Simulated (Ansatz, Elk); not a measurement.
# How far do independent atoms describe BaLiGe?, part 2 of 2

The structure of BaLiGe used here is made up (a known structure type with other elements) and was relaxed beforehand with PBE. The aim is the Fourier transform of its all-electron density, F(hkl), set beside the sum over free spherical atoms that refinements use.

Elk 11.2.3 (patched build); all-electron DFT.

So far: The structure; Ground state and structure factors; The highest occupied states alone.

The structure was built from a prototype and need not be the compound's stable phase.

## Step 4: Another functional

Level of this step: DFT, LDA (Perdew-Wang), all-electron APW+lo, Dirac cores, scalar-relativistic bands, static density, no spin (Elk).

The difference from free atoms is small, so it is set against the change that LDA (Perdew-Wang) makes.

Contents of elk.in:

```
tasks
  0
  195

xctype
  3

spinpol
  .false.

rgkmax
  7.0

gmaxvr
  14.0

lmaxo
  7

lmaxapw
  8

swidth
  0.002

tshift
  .false.

ramdisk
  .false.

hmaxvr
  5.5

maxscl
  120

epspot
  1e-06

sppath
  './'

avec
  9.38317940457 0.00000000000 0.00000000000
  -4.69158970228 8.12607173262 0.00000000000
  0.00000000000 0.00000000000 7.55691429649

atoms
  3
  'Ba.in'
  1
  0.6666666667 0.3333333333 0.0000000000   0.000000 0.000000 0.000000
  'Ge.in'
  1
  0.3333333333 0.6666666667 0.5000000000   0.000000 0.000000 0.000000
  'Li.in'
  1
  -0.0000000000 -0.0000000000 0.5000000000   0.000000 0.000000 0.000000

ngridk
  5 5 6
```

The run is started by

```console
$ OMP_NUM_THREADS=4 elk
```

Numbers of over 12 decimals in the logs are rounded to 6 here.

The log of the run:

```text
┌─────────────────────────┐
│ Elk code version 11.2.3 │
└─────────────────────────┘

All units are atomic (Hartree, Bohr, etc.)

┌─────────────────────────────────────────────────┐
│ Ground-state run starting from atomic densities │
└─────────────────────────────────────────────────┘

Lattice vectors :
   9.383179405       0.000000000       0.000000000
  -4.691589702       8.126071733       0.000000000
   0.000000000       0.000000000       7.556914296

Reciprocal lattice vectors :
  0.6696222076      0.3866065618      -0.000000000
[...]
species : 1 (Ba)
   atom 1                    :    53.70600904     (  0.1614683725E-05)
  species : 2 (Ge)
   atom 1                    :    30.43836072     (  0.3349478137E-03)
  species : 3 (Li)
   atom 1                    :    2.133067358     (   0.000000000    )
 total in muffin-tins        :    86.27743712
 total calculated charge     :    90.99962619
 total charge                :    91.00000000
 error                       :   0.3738051986E-03

┌──────────────────────────────┐
│ Self-consistent loop stopped │
└──────────────────────────────┘

Warning : core states of species 2 leak from the muffin-tin :   0.3349478137E-03

Wrote STATE.OUT
[key lines of the parts left out:]
total energy                :     -10236.761861138
```

It took 13 s on 4 threads of Intel Xeon Platinum 8375C at 2.90GHz (Ice Lake), shared host; peak memory 0.16 GiB.

Against the first run R = 0.04 %; the largest change is -0.038 at 222.

## Step 5: Basis size

A smaller basis shows how fast F responds to it; the change is likely larger than the basis error of the first run, but doesn't show convergence.

elk.in, as its differences from that of step 4:

```diff
@@ -5,3 +5,3 @@
 xctype
-  3
+  20
 
@@ -11,3 +11,3 @@
 rgkmax
-  7.0
+  5.5
```

The run is started by

```console
$ OMP_NUM_THREADS=4 elk
```

The log of the run:

```text
┌─────────────────────────┐
│ Elk code version 11.2.3 │
└─────────────────────────┘

All units are atomic (Hartree, Bohr, etc.)

┌─────────────────────────────────────────────────┐
│ Ground-state run starting from atomic densities │
└─────────────────────────────────────────────────┘

Lattice vectors :
   9.383179405       0.000000000       0.000000000
  -4.691589702       8.126071733       0.000000000
   0.000000000       0.000000000       7.556914296

Reciprocal lattice vectors :
  0.6696222076      0.3866065618      -0.000000000
[...]
species : 1 (Ba)
   atom 1                    :    53.69632375     (  0.5052359086E-05)
  species : 2 (Ge)
   atom 1                    :    30.40381352     (  0.3328772263E-03)
  species : 3 (Li)
   atom 1                    :    2.131045650     (   0.000000000    )
 total in muffin-tins        :    86.23118292
 total calculated charge     :    90.99963261
 total charge                :    91.00000000
 error                       :   0.3673924125E-03

┌──────────────────────────────┐
│ Self-consistent loop stopped │
└──────────────────────────────┘

Warning : core states of species 2 leak from the muffin-tin :   0.3328772263E-03

Wrote STATE.OUT
[key lines of the parts left out:]
total energy                :     -10246.001007773
```

Elapsed: 16 s, on 4 threads; peak memory 0.18 GiB.

Against the first run R = 0.01 %; the largest change is +0.019 at 220.

## Step 6: Basis size

The basis and the expansions that go with it are enlarged, to see whether the differences are converged.

elk.in, as its differences from that of step 5:

```diff
@@ -11,12 +11,12 @@
 rgkmax
-  5.5
+  8.5
 
 gmaxvr
-  14.0
+  18.0
 
 lmaxo
-  7
+  9
 
 lmaxapw
-  8
+  10
```

The run is started by

```console
$ OMP_NUM_THREADS=4 elk
```

The log of the run:

```text
┌─────────────────────────┐
│ Elk code version 11.2.3 │
└─────────────────────────┘

All units are atomic (Hartree, Bohr, etc.)

┌─────────────────────────────────────────────────┐
│ Ground-state run starting from atomic densities │
└─────────────────────────────────────────────────┘

Lattice vectors :
   9.383179405       0.000000000       0.000000000
  -4.691589702       8.126071733       0.000000000
   0.000000000       0.000000000       7.556914296

Reciprocal lattice vectors :
  0.6696222076      0.3866065618      -0.000000000
[...]
species : 1 (Ba)
   atom 1                    :    53.71064945     (  0.5061445862E-05)
  species : 2 (Ge)
   atom 1                    :    30.42066657     (  0.3304317696E-03)
  species : 3 (Li)
   atom 1                    :    2.134211165     (   0.000000000    )
 total in muffin-tins        :    86.26552718
 total calculated charge     :    90.99965721
 total charge                :    91.00000000
 error                       :   0.3427905802E-03

┌──────────────────────────────┐
│ Self-consistent loop stopped │
└──────────────────────────────┘

Warning : core states of species 2 leak from the muffin-tin :   0.3304317696E-03

Wrote STATE.OUT
[key lines of the parts left out:]
total energy                :     -10246.032273177
```

It took 47 s on 4 threads; peak memory 0.31 GiB.

Against the first run R = 0.00 %; the largest change is -0.002 at 302.

## Step 7: Settings against the effect

```csv
run,R against the first run (%),"R against neutral atoms, low angle (%)",wall time
"PBE, rgkmax 7",0.00,0.29,20 s
LDA (Perdew-Wang),0.04,0.29,13 s
rgkmax 5.5,0.01,0.29,16 s
rgkmax 8.5 with larger expansions,0.00,0.29,47 s
```

## Step 8: Outcome

```yaml
r_against_neutral_atoms_sin_theta_lambda_0p3_a_minus1: 0.29 %
r_against_neutral_atoms_0p3_to_0p82_a_minus1: 0.11 %
```

**Reading.** Independent neutral atoms miss the calculated amplitudes by R = 0.29 % below 0.3 Å⁻¹ and 0.11 % from there to 0.82 Å⁻¹; by shells, 0.49 % below 0.15 Å⁻¹ (2 forms), 0.27 % 0.15 to 0.3 (7 forms), 0.13 % 0.3 to 0.45 (16 forms), 0.11 % above 0.45 (86 forms). Bonding, aspherical density and the tables' own atoms all enter these figures, and the runs don't part them. The largest change of an amplitude is -0.37 electrons, at 001. R counts amplitudes alone; phases shift too. The window's part falls from 13.0 electrons at the origin to at most 0.28 between 0.45 and 0.82 Å⁻¹. The window holds more than the 7 outer electrons of the free atoms, so shallow core shells lie inside it. Below 0.3 Å⁻¹ the changes that finished (LDA (Perdew-Wang), rgkmax 5.5 and rgkmax 8.5 with larger expansions) move F by R = 0.01 % at most, against the 0.29 % that separates it from free atoms. The k-mesh has no finished test. Part of the difference isn't bonding: the tables are fits to free atoms and ions calculated by other methods than this functional. Thermal motion, anomalous dispersion and extinction are left out.

[Logs are printed without paths, hosts, clocks, repeated set-up lines and the standing remarks that a program may print on its own settings, such as how far it seeks lower states.]

[Hosts, paths, dates, database ids (printed as entryN), source tags and the programs' standing remarks are cut or masked in the printed files.]
